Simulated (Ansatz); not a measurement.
# Optical response of BP, part 2 of 2

Wanted: where BP starts to absorb, how strongly, and its refractive index.

Ansatz 0.2.0; DFT, PBE, plane-wave PAW, default files, scalar-relativistic, independent-particle optical response without local fields.

So far. Step 2 (Ground state and bands): There is a gap, 1.24 eV on the path, so no carriers' term is needed. The cell is left with a pressure of 1.1 GPa, as it stands unrelaxed at this level.

## 3. Spectrum

With the density converged, the vertical transitions are summed over the zone.

This step: DFT, PBE, plane-wave PAW, default files, scalar-relativistic, independent-particle optical response without local fields (Ansatz 0.2.0).

The input, input.yaml:

```yaml
crystal:
  lattice:
    - [0.0, 2.269, 2.269]
    - [2.269, 0.0, 2.269]
    - [2.269, 2.269, 0.0]
  atoms:
    - { symbol: P, position: [0.75, 0.75, 0.75] }
    - { symbol: B, position: [0.0, 0.0, 0.0] }
kpoints:
  mp_grid: { grid: [8, 8, 8] }
scf:
  occupations: { method: fixed }
hamiltonian:
  xc: pbe
  pseudopotentials: { kind: paw }
output:
  optics:
    e_range: [0, 20]
    de: 0.05
    sigma: 0.1
    nscf_kmesh: { grid: [10, 10, 10] }
    bands: { spectra_wanted_up_to: 20 }
```

The run is started by

```console
$ ansatz run input.yaml --threads 4 --pin off --max-ram 8192MiB --backend cpu --events-out ev --progress --plain --runs-dir out
```

Numbers of over 12 decimals in the logs are rounded to 6 here.

Output:

```text
[...]
Crystal: 2 atoms, lattice volume = 23.363 Å³
Basis set: ecut = 420 eV, 459 PW (Γ)
Bands: 8, of which v1, the nominal top of the filled ones, is band 4 counted from 1 (3 counted from 0)
Symmetry: 24 space group operations
[...]
k-points: 29 of 512 (time reversal used)
[...]
SCF iter   1: F=—  HF=-912.444479 eV  |F-HF|=—  |Δ(HF+E_count)|=         —  Δρ=1.51e-3  dr2=4.72e-4  ethr=1.77e-3  ⟨swp⟩=5.2  Hψ=1705  notcnv=0  defer=54
[...]
SCF iter   8: F=-912.444574 eV  HF=-912.444574 eV  |F-HF|=1.36e-12  |Δ(HF+E_count)|=  2.26e-10  Δρ=8.48e-8  dr2=2.06e-12  ethr=1.00e-12  ⟨swp⟩=5.7  Hψ=1335  notcnv=0
SCF 1 converged in 8 iterations: F = -912.444574 eV  dr2 = 2.06e-12
[...]
NSCF: frozen V_eff on 47 k-points
[...]
output.optics: what the bands over the 17 summed would add to eps1, eps2 and the energy-loss function is held between a lower and an upper bound (7 Lanczos steps). eps1, eps2 and their loss function (loss_summed_bands) are given on every row as the summed bands alone make them. Along an axis, on a row where the two bounds hold the loss function to about 1 % of the greater of itself and 0.5 % of |1/eps|, its cell (loss_completed) is given, with the completed eps1 and eps2 that it is formed of (a cell that is left empty reads nan in the table and null in the record). The two bounds hold it so along every axis on all 401 rows up to 20.000 eV. [rest of the remark cut]
SCF converged after 8 iterations
Free energy (F): -912.444574 eV
[...]
Internal energy: -912.444574 eV  (E = F + TS)
E sigma→0 (E₀):  -912.444574 eV
Fermi energy:    9.265197 eV
[...]
--- Band table (eV; the first three rows and the last of 29) ---
[...]
```

Wall time 1.6 s (4 threads of Intel Xeon 6975P-C (Granite Rapids), shared host); peak memory 0.52 GiB.

Numbers from this step:

```
electronic dielectric constant ε∞, mean over x, y and z (by symmetry where fewer were run)                                                          : 9.493
absorption onset, first axis (α over 10⁴ cm⁻¹, or the direct gap if that lies higher)                                                               : 3.404 eV
main peak of Im epsilon, first axis                                                                                                                 : 5.839 eV
photocurrent from vertical transitions in a film 500 nm thick on a perfect mirror (two passes), AM1.5G, no front reflection, all carriers collected : 0.5940 mA/cm²
least direct gap on the mesh                                                                                                                        : 3.404 eV
bands summed                                                                                                                                        : 17
spectra valid up to                                                                                                                                 : 26.91 eV
program's estimate of the k-sum error in Im epsilon                                                                                                 : 0.25 %
electrons in the f-sum                                                                                                                              : 6.963
```

The Im ε, any direction has structure finer than the step of the table below, so its rows give means over 1 eV, whole bins alone (the curve runs from 0 to 20 eV). Peaks (eV: height): 5.8: 49.8.

Table of Im ε, any direction by photon energy; means over each step:

| photon energy (eV) | Im ε, any direction |
| --- | --- |
| 2 | 0 |
| 3 | 0.181 |
| 4 | 4.88 |
| 5 | 11.8 |
| 6 | 31.7 |
| 7 | 13.0 |
| 8 | 7.53 |
| 9 | 4.75 |
| 10 | 3.00 |
| 11 | 2.29 |
| 12 | 1.71 |
| 13 | 1.24 |
| 14 | 0.961 |
| 15 | 0.739 |
| 16 | 0.578 |
| 17 | 0.429 |
| 18 | 0.355 |
| 19 | 0.301 |

The Re ε, any direction by photon energy:

photon energy (eV), Re ε, any direction and a bar from the least value:
```
      0.0        9.5 ################
      0.5        9.6 ################
      1.0        9.8 ################
      1.5       10.1 ################
      2.0       10.7 #################
      2.5       11.6 ##################
      3.0       13.1 ###################
      3.5       16.7 #####################
      4.0       16.8 #####################
      4.5       18.1 ######################
      5.0       20.4 ########################
      5.5       28.4 ##############################
      6.0      -12.0 
      6.5       -8.6 ###
      7.0       -8.5 ###
      7.5       -6.9 ####
      8.0       -6.3 ####
      8.5       -5.8 #####
      9.0       -5.2 #####
      9.5       -4.6 ######
     10.0       -3.9 ######
     10.5       -3.3 ######
     11.0       -3.0 #######
     11.5       -2.7 #######
     12.0       -2.4 #######
     12.5       -2.3 #######
     13.0       -2.0 #######
     13.5       -1.7 ########
     14.0       -1.5 ########
     14.5       -1.4 ########
     15.0       -1.2 ########
     15.5       -1.1 ########
     16.0       -0.9 ########
     16.5       -0.8 ########
     17.0       -0.7 ########
     17.5       -0.6 ########
     18.0       -0.5 #########
     18.5       -0.4 #########
     19.0       -0.3 #########
     19.5       -0.3 #########
     20.0       -0.2 #########
```

Table of refractive index n and extinction k by photon energy:

```
photon energy (eV)      n      k
                 0   3.08      0
                 1   3.12      0
                 2   3.27      0
                 3   3.62      0
                 4   4.14  0.595
                 5   4.67   1.17
                 6   3.66   5.04
                 7   1.80   3.43
                 8   1.32   2.84
                 9  0.957   2.48
                10  0.696   2.10
                11  0.651   1.86
                12  0.537   1.63
                13  0.416   1.46
                14  0.372   1.29
                15  0.316   1.15
                16  0.287   1.01
                17  0.244  0.870
                18  0.239  0.741
                19  0.243  0.616
                20  0.263  0.515
```

The loss function −Im 1/ε at q → 0, any direction by energy loss; read off at these points:

| energy loss (eV) | loss function −Im 1/ε at q → 0, any direction |
| --- | --- |
| 3.0 | 0 |
| 3.5 | 0.00724 |
| 4.0 | 0.0161 |
| 4.5 | 0.0192 |
| 5.0 | 0.0203 |
| 5.5 | 0.0171 |
| 6.0 | 0.0245 |
| 6.5 | 0.0434 |
| 7.0 | 0.0550 |
| 7.5 | 0.0694 |
| 8.0 | 0.0782 |
| 8.5 | 0.0861 |
| 9.0 | 0.0955 |
| 9.5 | 0.106 |
| 10.0 | 0.122 |
| 10.5 | 0.146 |
| 11.0 | 0.161 |
| 11.5 | 0.173 |
| 12.0 | 0.201 |
| 12.5 | 0.203 |
| 13.0 | 0.229 |
| 13.5 | 0.262 |
| 14.0 | 0.293 |
| 14.5 | 0.326 |
| 15.0 | 0.360 |
| 15.5 | 0.421 |
| 16.0 | 0.475 |
| 16.5 | 0.516 |
| 17.0 | 0.638 |
| 17.5 | 0.790 |
| 18.0 | 0.964 |
| 18.5 | 1.21 |
| 19.0 | 1.56 |
| 19.5 | 1.98 |
| 20.0 | 2.42 |

Values under 1 per cm are given as 1. The absorption coefficient, any direction by photon energy:

```
photon energy (eV)  absorption coefficient, any direction (1/cm)
             0.000                                             1
             0.500                                             1
             1.000                                             1
             1.500                                             1
             2.000                                             1
             2.500                                             1
             3.000                                             1
             3.500                                         89148
             4.000                                         2.4e5
             4.500                                         3.8e5
             5.000                                         5.9e5
             5.500                                         1.1e6
             6.000                                         3.1e6
             6.500                                         2.5e6
             7.000                                         2.4e6
             7.500                                         2.3e6
             8.000                                         2.3e6
             8.500                                         2.3e6
             9.000                                         2.3e6
             9.500                                         2.2e6
            10.000                                         2.1e6
            10.500                                         2.1e6
            11.000                                         2.1e6
            11.500                                         2.0e6
            12.000                                         2.0e6
            12.500                                         2.0e6
            13.000                                         1.9e6
            13.500                                         1.9e6
            14.000                                         1.8e6
            14.500                                         1.8e6
            15.000                                         1.7e6
            15.500                                         1.7e6
            16.000                                         1.6e6
            16.500                                         1.6e6
            17.000                                         1.5e6
            17.500                                         1.4e6
            18.000                                         1.4e6
            18.500                                         1.3e6
            19.000                                         1.2e6
            19.500                                         1.1e6
            20.000                                         1.0e6
```

From ε follow the optical constants at some laser and lamp lines:

```csv
wavelength (nm),n,k,R (%),1/α
1550,3.11,0.000,26.3,over 1 mm
800,3.19,0.000,27.3,over 1 mm
633,3.26,0.000,28.1,over 1 mm
532,3.35,0.000,29.2,over 1 mm
450,3.49,0.000,30.8,over 1 mm
248,4.67,1.165,44.2,17 nm
193,2.57,3.836,62.6,4.0 nm
```

Rows near the edge hang on the gap, which this functional as a rule makes too small, and phonon-assisted absorption is left out.

Through 1 µm of it, D65 light comes out colourless, dimmed by reflection (x = 0.317, y = 0.334; 55 % transmitted).

The f-sum over the summed bands holds 7.0 of the cell's 8 electrons outside the frozen cores. Up to 20 eV the strength has a mean oscillator energy of 6.8 eV, close to the main peak.

## 4. Static response with local fields

Perturbation theory gives the static response with local fields and the functional's kernel, and it needs no empty bands.

This step: DFT, PBE, plane-wave PAW, default files, scalar-relativistic, static field response by perturbation theory with local fields (Ansatz 0.2.0).

input.yaml, the sections that differ from step 3:

```yaml
dielectric: {}
# crystal, kpoints, scf, hamiltonian: as in step 3
# output: removed
```

Output:

```text
[...]
Crystal: 2 atoms, lattice volume = 23.363 Å³
Basis set: ecut = 420 eV, 459 PW (Γ), exchange–correlation on 48×48×48 points (8 copies of the dense FFT grid, shifted against one another)
Bands: 8, of which v1, the nominal top of the filled ones, is band 4 counted from 1 (3 counted from 0)
Symmetry: 24 space group operations
k-points: 95 of 512 (irreducible under 4 space group operations, time reversal used)
[...]
SCF iter   1: F=—  HF=-912.444485 eV  |F-HF|=—  |Δ(HF+E_count)|=         —  Δρ=1.52e-3  dr2=4.75e-4  ethr=1.77e-3  ⟨swp⟩=5.1  Hψ=5576  notcnv=0  defer=180
[...]
SCF iter   8: F=-912.444578 eV  HF=-912.444578 eV  |F-HF|=1.59e-12  |Δ(HF+E_count)|=  2.24e-10  Δρ=8.87e-8  dr2=2.30e-12  ethr=1.25e-12  ⟨swp⟩=7.3  Hψ=3838  notcnv=0
SCF 1 converged in 8 iterations: F = -912.444578 eV  dr2 = 2.30e-12
[...]
DFPT response loops at Γ: preconditioner auto → none (the input reference at scf.mixing.eps_inf says where Resta's filter doesn't serve); β = 0.50; Broyden in place of MSR1
── the response to a field inside a basis, on 8×8×8 k-points: an SCF that follows is theirs, and a resumed run solves both again ──
Bands: 5, of which v1, the nominal top of the filled ones, is band 4 counted from 1 (3 counted from 0)
k-points: 60 of 512 (irreducible under 6 space group operations, time reversal used)
[...]
Eigensolver: Dense (60 Hₖ)
SCF iter   1: F=—  HF=-912.447194 eV  |F-HF|=—  |Δ(HF+E_count)|=         —  Δρ=1.64e-4  dr2=1.57e-6  ethr=1.00e-1
[...]
SCF iter   3: F=-912.447197 eV  HF=-912.447197 eV  |F-HF|=5.22e-9  |Δ(HF+E_count)|=   7.46e-7  Δρ=7.94e-6  dr2=3.61e-9  ethr=3.83e-9
SCF 1 converged in 3 iterations: F = -912.447197 eV  dr2 = 3.61e-9
[...]
SCF converged after 8 iterations
Free energy (F): -912.444578 eV
[...]
Internal energy: -912.444578 eV  (E = F + TS)
E sigma→0 (E₀):  -912.444578 eV
Fermi energy:    9.265197 eV
[...]
--- Band table (eV; the first three rows and the last of 95) ---
[...]
--- Dielectric response (ions clamped): 3 representative field directions + reference, inside a basis on a mesh of 512 k-points (Σ response iterations 12) ---
  ε∞ (high-frequency dielectric tensor):
        9.154004    -0.000000    -0.000000
       -0.000000     9.154004     0.000000
       -0.000000     0.000000     9.154004
  Born effective charges Z* (e; rows j = field, columns β = displacement):
    site 0:
         0.51400    0.00000    0.00000
        -0.00000    0.51400    0.00000
        -0.00000    0.00000    0.51400
    site 1:
        -0.51400   -0.00000   -0.00000
         0.00000   -0.51400   -0.00000
         0.00000   -0.00000   -0.51400
  Z* charge neutrality: 6.663e-5 e pre-enforcement
  solved inside a basis spanned on kpoints, on 8×8×8 k-points, its susceptibility summed on 12×12×12: ε∞ is read to err by 3.0e-2, Z* by 5.5e-3 e (field_mesh: kpoints solves on kpoints); Z* is corrected for what the basis lacks
```

The job ended after 2.5 s (4 threads; peak memory 0.43 GiB).

This step gave:

| Item | Value |
| --- | --- |
| electronic dielectric constant ε∞, mean over x, y and z (by symmetry where fewer were run) | 9.154 |

ε∞ with local fields:

```
9.15 0.00 0.00
0.00 9.15 0.00
0.00 0.00 9.15
```

Diagonal elements. Born, by row:

| atom | Z*xx (e) | Z*yy (e) | Z*zz (e) |
| --- | --- | --- | --- |
| P1 | 0.514 | 0.514 | 0.514 |
| B2 | -0.514 | -0.514 | -0.514 |

Mean Born charges are P +0.51 and B -0.51: their signs are opposite to the formal valences (-3 and +3). These are dynamical charges, and in nearly covalent bonds they can be small or reversed.

## 5. Outcome

* gap on the path: 1.24 eV
* least direct gap on the path: 3.40 eV
* electronic dielectric constant ε∞, mean over x, y and z (by symmetry where fewer were run) (independent particles): 9.49
* absorption onset, first axis (α over 10⁴ cm⁻¹, or the direct gap if that lies higher): 3.40 eV
* main peak of Im epsilon, first axis: 5.84 eV
* photocurrent from vertical transitions in a film 500 nm thick on a perfect mirror (two passes), AM1.5G, no front reflection, all carriers collected: 0.594 mA/cm²
* electronic dielectric constant ε∞, mean over x, y and z (by symmetry where fewer were run) (static response with local fields): 9.15

At this level (PBE, independent particles) BP has ε∞ = 9.49 (9.15 with local fields) and n = 3.11 at 1550 nm; absorption sets in near 3.4 eV, and Im ε peaks at 5.8 eV. The gap is indirect (1.24 eV), so absorption without phonons can begin only at the direct gap of 3.40 eV. Lines 0.1 eV wide carry a tail of absorption under the direct gap, past the threshold already at 3.33 eV. Absorption passes 10⁴ cm⁻¹ from the direct gap on, 3.40 eV, in the ultraviolet, so the visible is passed, but for phonon-assisted absorption over the indirect gap, which is left out. The f-sum over the summed bands holds 7.0 of the cell's 8 electrons outside the frozen cores. Up to 20 eV the strength has a mean oscillator energy of 6.8 eV, close to the main peak. Through 1 µm of it, D65 light comes out colourless, dimmed by reflection (x = 0.317, y = 0.334; 55 % transmitted). With local fields and the functional's kernel the static response is 9.15 against 9.49 for independent particles (-4 %). In the base spectrum excitons and phonon-assisted transitions are missing, and so are local fields; PBE gaps are as a rule too small, which pulls the onset down and ε∞ up. In the base run ε includes the program's bounded estimate of what the bands above those summed add.

[Logs are printed without paths, hosts, clocks, repeated set-up lines and the standing remarks that a program may print on its own settings, such as how far it seeks lower states.]

[Hosts, paths, dates, database ids (printed as entryN), source tags and the programs' standing remarks are cut or masked in the printed files.]
